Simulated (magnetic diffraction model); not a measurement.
**ErPd2C2 below its ordering temperature**

Space group Fddd (no. 70, origin choice 1), a = 5.9140 Å, b = 9.5460 Å, c = 11.2420 Å.

```
site  atom    x       y       z
  8b    Er  3/4     1/4     1/4
 16g    Pd  3/4     3/4  0.1227
 16f     C  3/4  0.9245     1/4
```

The compound is invented for this exercise: a known structure type with other elements, its cell scaled to their sizes and not relaxed.

Only Er is taken to order (form factors of Er3+); orders and moment sizes are assumed, and not adapted to the symmetry. Radiation: neutrons of λ = 2.0775 Å, 2° to 65°; isotropic B of 0.46 Å² (Er), 0.47 Å² (Pd) and 0.69 Å² (C). The intensities are simulated: I ∝ L Σ (|F_N|² + |F_M⊥|²) for unpolarised neutrons, with F_M = 2.695 fm/μB × Σ f(s) S exp(2πi Q·r) exp(−B s²) at Q = H ± k (one set where k and −k are equivalent), only the part normal to Q counting and L = 1/(sin²θ cos θ). For a modulated order the moment at position r is S exp(−2πi k·r) + c.c., with S = m/2 for a sine wave of amplitude m and S = m(u + iv)/2 for moments turning in a plane, u and v being orthogonal unit vectors in it; the phase factor of the sum at Q = H + k is then exp(2πi H·r). Form factors are spin-only for 3d ions and dipole or tabulated for f ions, scattering lengths are Sears's of 1992, and absorption is left out. A label names one of the reflections at its angle. The strongest nuclear line in the range is 100, and lines under 0.2 are left out.

Above the ordering temperature:

```
2θ (°)    index      I
 26.16  (1 1 1)   19.1
 40.45  (1 1 3)   21.8
 43.38  (0 0 4)    7.4
 44.92  (1 3 1)   26.1
 46.77  (2 0 2)   65.0
 48.82  (2 2 0)   20.2
 51.60  (0 4 0)   15.2
 55.15  (1 3 3)  100.0
 60.81  (1 1 5)    8.9
```

Below it (cell unchanged):

```
2θ (°)       I
  2.65  2185.5
 25.18    57.3
 26.16    19.1
 27.39    46.5
 31.46    47.0
 35.03    34.5
 38.23    20.8
 40.45    21.8
 40.55     8.2
 42.76    15.9
 43.38     7.4
 44.31    23.6
 44.92    26.1
 45.50    12.7
 45.69    21.5
 46.24     6.1
 46.77    65.0
 48.18    11.2
 48.82    20.2
 48.90    27.6
 51.60    15.2
 51.68    19.0
 53.41    13.5
 55.15   100.0
 56.99    11.2
 58.04     7.7
 60.81     8.9
 63.64     6.2
```

**Question.** Find the propagation vector, then choose among these models:
A. moments turning in the plane of [001] and [100], 7.5 μB on Er; signs + at (3/4, 1/4, 1/4), + at (1/2, 0, 0)
B. a sine wave with moments along [010] (amplitudes given), 7.5 μB on Er; signs + at (3/4, 1/4, 1/4), + at (1/2, 0, 0)
C. moments turning in the plane of [100] and [010], 7.5 μB on Er; signs + at (3/4, 1/4, 1/4), + at (1/2, 0, 0)
D. moments turning in the plane of [010] and [001], 7.5 μB on Er; signs + at (3/4, 1/4, 1/4), + at (1/2, 0, 0)

The new lines index as (0 0 1/4) at 2.65°, (1 1 3/4) at 25.18°, (1 1 5/4) at 27.39° and (0 2 7/4) at 31.46°, that is as H ± k with k = (0 0 1/4). Satellites come in pairs about each point of the reciprocal lattice.

Magnetic intensity, observed (below minus above) and for each model:

| 2θ (°) | index | observed | A | B | C | D |
| --- | --- | --- | --- | --- | --- | --- |
| 2.65 | (0 0 1/4) | 2185.5 | 2185.5 | 2185.5 | 4371.0 | 2185.5 |
| 25.18 | (1 1 3/4) | 57.3 | 57.3 | 34.4 | 50.5 | 75.6 |
| 27.39 | (1 1 5/4) | 46.5 | 46.5 | 30.3 | 47.5 | 59.5 |
| 31.46 | (0 2 7/4) | 47.0 | 47.0 | 10.2 | 38.7 | 28.6 |
| 35.03 | (0 2 9/4) | 34.5 | 34.5 | 10.8 | 33.5 | 22.6 |
| 44.31 | (1 3 3/4) | 23.6 | 23.6 | 3.4 | 13.9 | 16.4 |
| 48.90 | (2 2 1/4) | 27.6 | 27.6 | 15.6 | 21.7 | 37.1 |
| 51.68 | (0 4 1/4) | 19.0 | 19.0 | <0.2 | 9.5 | 9.5 |

Model A matches.

The structure used: k = (0 0 1/4), moments turning in the plane of [001] and [100], 7.5 μB on Er; signs + at (3/4, 1/4, 1/4), + at (1/2, 0, 0).

[Logs are printed without paths, hosts, clocks, repeated set-up lines and the standing remarks that a program may print on its own settings, such as how far it seeks lower states.]
